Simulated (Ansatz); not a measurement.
# CO on Os(0001): change of the work function, part 5 of 5

Aim: the work function of Os(0001) at several coverages of CO (hcp site), and the dipole that each adsorbate carries.

Ansatz 0.2.0; plane-wave DFT, PBEsol, Ansatz PAW (the session's first sound run).

So far, work function, upper face (eV): step 2 (the clean slab, PBEsol) 5.47; step 5 (adsorbate added, k-mesh 7×7×1, coverage 0.5 ML, PBEsol) 6.81; step 6 (the covered slab, k-mesh 13×13×1, coverage 1 ML, PBEsol) 7.90; step 8 (the 0.25 ML cell at another level of theory, cutoff 1380 eV, functional PBE, PBE JTH) 6.36; step 9 (the 0.25 ML cell at another level of theory, cutoff 420 eV, functional PBE) 6.33.

## 10. The 0.25 ML cell at another level of theory, cutoff 420 eV, functional revpbe

This step: plane-wave DFT, revPBE, Ansatz PAW (Ansatz 0.2.0).

The geometry is kept and the functional is revPBE.

input.yaml reads:

```yaml
crystal:
  lattice:
    - [5.48, 0.0, 0.0]
    - [2.74, 4.7458192128, 0.0]
    - [0.0, 0.0, 27.0741476736]
  atoms:
    - { symbol: Os, position: [0.3333333333, 0.3333333333, 0.332420437] }
    - { symbol: Os, position: [0.0, 0.0, 0.4123206438] }
    - { symbol: Os, position: [0.3333333333, 0.3333333333, 0.491086465] }
    - { symbol: Os, position: [0.0, 0.0, 0.5675151188] }
    - { symbol: Os, position: [0.3333333333, 0.8333333333, 0.332420437] }
    - { symbol: Os, position: [0.0, 0.5, 0.4123206438] }
    - { symbol: Os, position: [0.3325014721, 0.8337492639, 0.4912148969] }
    - { symbol: Os, position: [-0.0082028205, 0.5041014103, 0.5698214357] }
    - { symbol: Os, position: [0.8333333333, 0.3333333333, 0.332420437] }
    - { symbol: Os, position: [0.5, 0.0, 0.4123206438] }
    - { symbol: Os, position: [0.8337492639, 0.3325014721, 0.4912148969] }
    - { symbol: Os, position: [0.5041014103, -0.0082028205, 0.5698214357] }
    - { symbol: Os, position: [0.8333333333, 0.8333333333, 0.332420437] }
    - { symbol: Os, position: [0.5, 0.5, 0.4123206438] }
    - { symbol: Os, position: [0.8337492639, 0.8337492639, 0.4912148969] }
    - { symbol: Os, position: [0.5041014103, 0.5041014103, 0.5698214357] }
    - { symbol: C, position: [0.3333333333, 0.3333333333, 0.621432957] }
    - { symbol: O, position: [0.3333333333, 0.3333333333, 0.6655694644] }
kpoints:
  mp_grid: { grid: [7, 7, 1] }
hamiltonian:
  xc: revpbe
scf:
  occupations: { method: fermi_dirac, width: 0.1 }
  convergence: { dr2_threshold: 1.0e-08 }
efield:
  axis: 3
  dipole_correction: true
  ramp_position: 0.97
  ramp_width: 0.06
output:
  write_potential: true
  write_density: true
  volumetric_format: npy
```

The run is started by

```console
$ ansatz run input.yaml --threads 4 --pin off --max-ram 12288MiB --backend cpu --events-out ev --progress --plain --runs-dir out
```

Numbers of over 12 decimals in the logs are rounded to 6 here.

What it wrote:

```text
[...]
Crystal: 18 atoms, lattice volume = 704.120 Å³
Basis set: ecut = 420 eV, 13657 PW (Γ)
Bands: 160, of which v1, the nominal top of the filled ones, is band 133 counted from 1 (132 counted from 0)
Symmetry: 6 space group operations
[...]
k-points: 8 of 49 (time reversal used)
[...]
k-point 0: bands = [... 129 lower, 5.0557, 5.0557, 5.6233, 5.7546, 5.7546, 6.0404, 6.0434, 6.0434, ... 23 higher]
  k-point 1: bands = [... 129 lower, 4.8801, 4.9766, 5.0719, 5.0720, 5.2284, 5.7146, 5.7237, 5.8875, ... 23 higher]
  k-point 2: bands = [... 129 lower, 4.3317, 4.3473, 4.5805, 4.8175, 5.0757, 5.2792, 5.3487, 5.3928, ... 23 higher]
  k-point 7: bands = [... 129 lower, 4.0379, 4.0542, 4.2362, 4.3558, 4.4086, 4.4553, 4.9233, 5.2043, ... 23 higher]
[key lines of the parts left out:]
SCF converged after 11 iterations
Free energy (F): -183114.060032 eV
Fermi energy:    4.719902 eV
Dipole field:    D = -0.036419 V/Å  (p = -0.141716 e·Å, saw-weighted, corrected)
Work function:   Φ+ = 6.2077 eV   Φ− = 5.2217 eV
```

The job ended after 48 s (4 threads of Arm Neoverse V1, shared host; peak memory 2.6 GiB; 3 min of CPU time).

The work function comes to 6.21 eV, -0.19 eV from the first level.

## 11. Side by side

Times are for 4 threads of Arm Neoverse V1, shared host. The runs compared:

```
no.  functional  work function, upper face (eV)  dipole along the normal (e·Å)   time  memory (GiB)
  1         pbe                           6.357                        -0.1433  4 min            10
  2         pbe                           6.328                        -0.1404   46 s           2.6
  3      revpbe                           6.208                        -0.1417   48 s           2.6
```

## 12. A changed input: basis.ecutrho_ratio = 6 and basis.xc_grid = 4

This step: plane-wave DFT, PBEsol, Ansatz PAW (Ansatz 0.2.0).

System of this step: CO/Os(0001). The cell holds 6 atoms: 4 Os, 1 C and 1 O. Its edges and angles: a = 2.740 Å, b = 2.740 Å, c = 27.074 Å, α = 90.0°, β = 90.0°, γ = 60.0°. Vacuum lies along c.

A run with a changed input: it repeats the earlier run at 1 ML with basis.ecutrho_ratio to 6 and basis.xc_grid to 4.

input.yaml reads:

```yaml
crystal:
  lattice:
    - [2.74, 0.0, 0.0]
    - [1.37, 2.3729096064, 0.0]
    - [0.0, 0.0, 27.0741476736]
  atoms:
    - { symbol: Os, position: [0.6666666667, 0.6666666667, 0.332420437] }
    - { symbol: Os, position: [0.0, 0.0, 0.4123206438] }
    - { symbol: Os, position: [0.6666666667, 0.6666666667, 0.4915450804] }
    - { symbol: Os, position: [0.0, 0.0, 0.5682642451] }
    - { symbol: C, position: [0.6666666667, 0.6666666667, 0.6247342623] }
    - { symbol: O, position: [0.6666666667, 0.6666666667, 0.667579563] }
kpoints:
  mp_grid: { grid: [13, 13, 1] }
hamiltonian:
  xc: pbesol
scf:
  occupations: { method: fermi_dirac, width: 0.1 }
  convergence: { dr2_threshold: 1.0e-08 }
efield:
  axis: 3
  dipole_correction: true
  ramp_position: 0.97
  ramp_width: 0.06
relax:
  f_tol: 0.02
  max_steps: 60
  constraints: [{ sites: [0, 1] }]
output:
  bader: true
  write_potential: true
  write_density: true
  volumetric_format: npy
basis:
  ecutrho_ratio: 6
  xc_grid: 4
```

What it wrote:

```text
[...]
Crystal: 6 atoms, lattice volume = 176.030 Å³
Basis set: ecut = 420 eV, 3445 PW (Γ), exchange–correlation on 96×96×900 points (64 copies of the dense FFT grid, shifted against one another)
Bands: 45, of which v1, the nominal top of the filled ones, is band 37 counted from 1 (36 counted from 0)
Symmetry: 6 space group operations
[...]
k-points: 21 of 169 (time reversal used)
[...]
SCF iter   1: F=—  HF=-45808.785762 eV  |F-HF|=—  |Δ(HF+E_count)|=         —  Δρ=2.19e-2  dr2=2.34e1  ethr=1.77e-3  p=-0.015 e·Å  D=-1.59e-2 V/Å  ΔV_dip=0.43 eV  dr2_dipole=1.06e1  V_vac-E_F(+/−)=6.33/5.90 eV  ⟨swp⟩=10.3  Hψ=5024  notcnv=0
[...]
SCF iter  11: F=-45808.382949 eV  HF=-45808.382949 eV  |F-HF|=6.55e-11  |Δ(HF+E_count)|=   4.68e-9  Δρ=2.81e-7  dr2=2.76e-10  ethr=1.35e-11  p=-0.079 e·Å  D=-8.08e-2 V/Å  ΔV_dip=2.19 eV  dr2_dipole=2.84e-11  V_vac-E_F(+/−)=7.62/5.44 eV  ⟨swp⟩=9.0  Hψ=5956  notcnv=0
SCF 1 converged in 11 iterations: F = -45808.382949 eV  dr2 = 2.76e-10
[...]
relax step   1: F+E_penalty+E_count = -45808.38294942 eV  Δ(F+E_penalty+E_count) = +0.000e0 eV  max|allowed force component| = 1.853e0 eV/Å  Δτ_max = 0.0000 Å  (11 SCF iters, accepted)
[...]
SCF iter   9: F=-45808.466078 eV  HF=-45808.466078 eV  |F-HF|=1.86e-8  |Δ(HF+E_count)|=   6.83e-8  Δρ=1.23e-6  dr2=4.13e-9  ethr=1.35e-11  p=-0.084 e·Å  D=-8.63e-2 V/Å  ΔV_dip=2.34 eV  dr2_dipole=2.28e-11  V_vac-E_F(+/−)=7.82/5.49 eV  ⟨swp⟩=11.0  Hψ=7310  notcnv=0
SCF 2 converged in 9 iterations: F = -45808.466078 eV  dr2 = 4.13e-9
[...]
relax step   2: F+E_penalty+E_count = -45808.46607766 eV  Δ(F+E_penalty+E_count) = -8.313e-2 eV  max|allowed force component| = 8.939e-1 eV/Å  Δτ_max = 0.1701 Å  (9 SCF iters, accepted)
SCF iter   1: F=—  HF=-45808.530640 eV  |F-HF|=—  |Δ(HF+E_count)|=         —  Δρ=1.32e-2  dr2=1.81e-1  ethr=2.28e-3  p=-0.084 e·Å  D=-8.63e-2 V/Å  ΔV_dip=2.34 eV  dr2_dipole=3.77e-2  V_vac-E_F(+/−)=7.85/5.51 eV  ⟨swp⟩=5.4  Hψ=2751  notcnv=0
[...]
SCF iter   8: F=-45808.500999 eV  HF=-45808.500999 eV  |F-HF|=1.87e-8  |Δ(HF+E_count)|=   1.07e-7  Δρ=1.36e-6  dr2=4.74e-9  ethr=1.35e-11  p=-0.087 e·Å  D=-8.96e-2 V/Å  ΔV_dip=2.42 eV  dr2_dipole=1.97e-10  V_vac-E_F(+/−)=7.90/5.47 eV  ⟨swp⟩=9.6  Hψ=7827  notcnv=0
SCF 3 converged in 8 iterations: F = -45808.500999 eV  dr2 = 4.74e-9
relax step   3: F+E_penalty+E_count = -45808.50099858 eV  Δ(F+E_penalty+E_count) = -3.492e-2 eV  max|allowed force component| = 3.056e-1 eV/Å  Δτ_max = 0.1219 Å  (8 SCF iters, accepted)
[...]
relax step   4: F+E_penalty+E_count = -45808.50336931 eV  Δ(F+E_penalty+E_count) = -2.371e-3 eV  max|allowed force component| = 3.763e-2 eV/Å  Δτ_max = 0.0258 Å  (7 SCF iters, accepted)
SCF iter   1: F=—  HF=-45808.503104 eV  |F-HF|=—  |Δ(HF+E_count)|=         —  Δρ=7.16e-5  dr2=6.35e-6  ethr=9.29e-8  p=-0.087 e·Å  D=-8.96e-2 V/Å  ΔV_dip=2.43 eV  dr2_dipole=4.62e-7  V_vac-E_F(+/−)=7.90/5.47 eV  ⟨swp⟩=2.4  Hψ=1724  notcnv=0  defer=2
[...]
SCF iter   4: F=-45808.503378 eV  HF=-45808.503378 eV  |F-HF|=3.48e-9  |Δ(HF+E_count)|=   7.27e-8  Δρ=1.18e-6  dr2=9.64e-9  ethr=1.35e-11  p=-0.087 e·Å  D=-8.96e-2 V/Å  ΔV_dip=2.42 eV  dr2_dipole=1.07e-10  V_vac-E_F(+/−)=7.90/5.47 eV  ⟨swp⟩=9.8  Hψ=7899  notcnv=0
SCF 5 converged in 4 iterations: F = -45808.503378 eV  dr2 = 9.64e-9
relax step   5: F+E_penalty+E_count = -45808.50337756 eV  Δ(F+E_penalty+E_count) = -8.244e-6 eV  max|allowed force component| = 5.010e-3 eV/Å  Δτ_max = 0.0007 Å  (4 SCF iters, accepted)
[...]
SCF converged after 4 iterations
Free energy (F): -45808.503378 eV
[...]
Internal energy: -45808.388216 eV  (E = F + TS)
E sigma→0 (E₀):  -45808.445797 eV
Entropy (-TS):   -0.115161 eV (-19.194 meV/atom)
Fermi energy:    4.836161 eV
Dipole field:    D = -0.089571 V/Å  (p = -0.087135 e·Å, saw-weighted, corrected)
Work function:   Φ+ = 7.8965 eV   Φ− = 5.4714 eV
[...]
--- Forces (eV/Å), atoms counted from 1 ---
  atom   1  Os     0.00000000    -0.00000000     1.14831262
  atom   2  Os    -0.00000000     0.00000000    -1.14796888
  atom   3  Os     0.00000000    -0.00000000    -0.00005455
  atom   4  Os    -0.00000000     0.00000000    -0.00131524
  atom   5  C      0.00000000    -0.00000000     0.00501000
  atom   6  O      0.00000000    -0.00000000    -0.00396388
  max |Σ_I F_I| component: 2.01e-5 eV/Å
--- Band table (eV; the first three rows and the last of 21) ---
  k-point 0: bands = [... 33 lower, 2.6208, 2.6479, 2.6479, 3.8276, 3.8276, 4.8250, 4.9375, 4.9375, ... 4 higher]
  k-point 1: bands = [... 33 lower, 2.4458, 2.7846, 2.8179, 3.6973, 3.7447, 4.2936, 4.8737, 5.0512, ... 4 higher]
  k-point 2: bands = [... 33 lower, 2.7155, 2.8383, 3.2115, 3.2786, 3.7515, 4.0751, 4.7582, 5.2527, ... 4 higher]
  k-point 20: bands = [... 33 lower, 3.3076, 3.7256, 4.5882, 5.5457, 5.7197, 6.2893, 6.6390, 7.3924, ... 4 higher]
--- Relaxed structure (5 steps of the walk, 5 accepted, 0 SCFs on fresh bases) ---
  F+E_penalty+E_count = -45808.50337756 eV   max|allowed force component| = 5.010e-3 eV/Å
  atoms:
    - { symbol: Os, position: [0.666667, 0.666667, 0.332420437] }
[...]
- { symbol: Os, position: [0.666667, 0.666667, 0.490223] }
[...]
- { symbol: C, position: [0.666667, 0.666667, 0.626470] }
    - { symbol: O, position: [0.666667, 0.666667, 0.670031] }
--- Bader charges: 6 sites ---
  site symbol  charge [e]  shift [e]
     0     Os     -0.0802     0.0001
     1     Os      0.0969     0.0002
     2     Os     -0.0010     0.0000
     3     Os      0.2739     0.0031
     4      C      0.6797     0.0020
     5      O     -0.9692     0.0051
  estimated error of the sums over rays = 6.1e-4 e
```

It took 35 s on 4 threads; peak memory 0.8 GiB.

Relaxation path:

```
step  energy less that of the first step (eV)  largest force component (eV/Å)
   1                                   0.0000                          1.8527
   2                                  -0.0831                          0.8939
   3                                  -0.1181                          0.3056
   4                                  -0.1204                          0.0376
   5                                  -0.1204                          0.0050
```

Forces are held to the 6 operations that the run works with; a distortion that breaks them can't arise in this run.

The atoms that moved most (Å):

```
atom     dx     dy      dz  length
 Os4  0.000  0.000   0.099   0.099
  O6  0.000  0.000   0.066   0.066
  C5  0.000  0.000   0.047   0.047
 Os3  0.000  0.000  -0.036   0.036
```

Final coordinates:

```
Os C O
1.0
     2.74000    0.00000    0.00000
     1.37000    2.37291    0.00000
     0.00000    0.00000   27.07415
Os C O
4 1 1
Direct
  0.66667 0.66667 0.33242
  0.00000 0.00000 0.41232
  0.66667 0.66667 0.49022
  0.00000 0.00000 0.57192
  0.66667 0.66667 0.62647
  0.66667 0.66667 0.67003
```

This step gave:

- energy at zero smearing: -45808.4458 eV
- work function, upper face: 7.896 eV
- work function, lower face: 5.471 eV
- dipole along the normal: -0.08713 e·Å
- step between the vacuum levels: 2.425 eV

```
                      quantity  this run  earlier run  difference
work function, upper face (eV)     7.896        7.896      1.3e-4
work function, lower face (eV)     5.471        5.472     -1.5e-4
 dipole along the normal (e·Å)  -0.08713     -0.08713     -8.7e-6
```

Nothing in the table moves by 0.01 in its unit (for the dipole 0.5 % and 5e-5 e·Å).

## 13. A changed input

System of this step: Os(0001). The cell holds 4 atoms: 4 Os. Cell: a = 2.740 Å, b = 2.740 Å, c = 24.490 Å, α = 90.0°, β = 90.0°, γ = 60.0°. Vacuum lies along c.

An input spoilt on purpose, to show how the run answers: it repeats the earlier run at 0 ML with efield.ramp_position from 0.97 to 0.475, and scf.max_iter set to 100.

input.yaml reads:

```yaml
crystal:
  lattice:
    - [2.74, 0.0, 0.0]
    - [1.37, 2.3729096064, 0.0]
    - [0.0, 0.0, 24.48969]
  atoms:
    - { symbol: Os, position: [0.6666666667, 0.6666666667, 0.3675015894] }
    - { symbol: Os, position: [0.0, 0.0, 0.4558338631] }
    - { symbol: Os, position: [0.6666666667, 0.6666666667, 0.5441661369] }
    - { symbol: Os, position: [0.0, 0.0, 0.6324984106] }
kpoints:
  mp_grid: { grid: [13, 13, 1] }
hamiltonian:
  xc: pbesol
scf:
  occupations: { method: fermi_dirac, width: 0.1 }
  convergence: { dr2_threshold: 1.0e-08 }
  max_iter: 100
efield:
  axis: 3
  dipole_correction: true
  ramp_position: 0.475
  ramp_width: 0.06
relax:
  f_tol: 0.02
  max_steps: 60
  constraints: [{ sites: [0, 1] }]
output:
  write_potential: true
  write_density: true
  volumetric_format: npy
```

What it wrote:

```text
The last accepted step is kept in <dir> (removed where the run ends without a failure and the disk answers)
Engine: ansatz 0.2.0, aarch64-unknown-linux-gnu
Pseudopotentials: kind: paw
Pseudopotential: Os, paw, valence charge 16, recommended cutoff 420 eV (normal), Os.paw.azcp
Functional definition: PBEsol
  exchange = pbesol_x
  correlation = pbesol_c
Crystal: 4 atoms, lattice volume = 159.226 Å³
Basis set: ecut = 420 eV, 3123 PW (Γ), exchange–correlation on 40×40×360 points (8 copies of the dense FFT grid, shifted against one another)
Bands: 39, of which v1, the nominal top of the filled ones, is band 32 counted from 1 (31 counted from 0)
Symmetry: 6 space group operations
k-points: 21 of 169 (time reversal used)
Non-local potential: Os, projectors of the file, l = 0: 3, l = 1: 2, l = 2: 2, l = 3: 1
PAW form: soft (Blöchl's): semilocal exchange-correlation on the pseudo side does not see the compensation charge
PAW frozen core: Os, regenerated for the run's functional, and the local potential with it (the file was generated under x = pbe(κ = 0.804, μ = 0.219515), c = pbe(β = 0.066725))
PAW one-centre angular grid: Os, 590 points (default); XC on 64 Gauss nodes
Initial density: superposition of atomic densities (neutral atoms: chi_scale 0, normalization atom), corrected by the library's trained network
Initial wavefunctions: pseudopotential atomic-orbital guess
Functional: x = pbesol(κ = 0.804, μ = 0.123457), c = pbesol(β = 0.046)
Error: efield: ion 2 (Os) at fractional coordinate 0.5442 along the field axis lies inside the sawtooth ramp with 2 of the planes that the density is read on at each end, [0.4639, 0.5461] — the ramp must sit in vacuum (an ion there feels the fictitious reversed slope); set or move the ramp (efield.ramp_position / ramp_width) or move the geometry
```

The job ended after 0.25 s (4 threads; peak memory 0.27 GiB).

The input was rejected at the start.

The program's message: “Error: efield: ion 2 (Os) at fractional coordinate 0.5442 along the field axis lies inside the sawtooth ramp with 2 of the planes that the density is read on at each end, [0.4639, 0.5461] — the ramp m …”

The fault put into the input: the ramp among the atoms.

## 14. Summary of results

| Property | Result |
| --- | --- |
| work function of the clean face | 5.47 eV |
| work function at 0.11 ML | 5.95 eV |
| work function at 0.25 ML | 6.40 eV |
| work function at 0.5 ML | 6.81 eV |
| work function at 1 ML | 7.90 eV |
| dipole per adsorbate at 0.11 ML, positive end outwards | -0.76 D |

In words: CO raises the work function of Os(0001) at the lowest coverage, by 0.48 eV: the adsorbate layer has its negative end outwards. The dipole per adsorbate falls from 0.76 to 0.43 D as the layer fills. Neighbouring dipoles depolarise each other, and heights and bonding change with coverage too. The slab has 4 layers, at the tabulated experimental lattice constant, one starting site was run, and quantum-size effects of a slab this thin can reach one or two tenths of an eV.

[Logs are printed without paths, hosts, clocks, repeated set-up lines and the standing remarks that a program may print on its own settings, such as how far it seeks lower states.]

[Hosts, paths, dates, database ids (printed as entryN), source tags and the programs' standing remarks are cut or masked in the printed files.]

[Maps of the electrostatic potential energy from Ansatz leave out the sawtooth potential of an applied field or a dipole correction, so their vacuum need not be flat; planar profiles and work functions include it.]
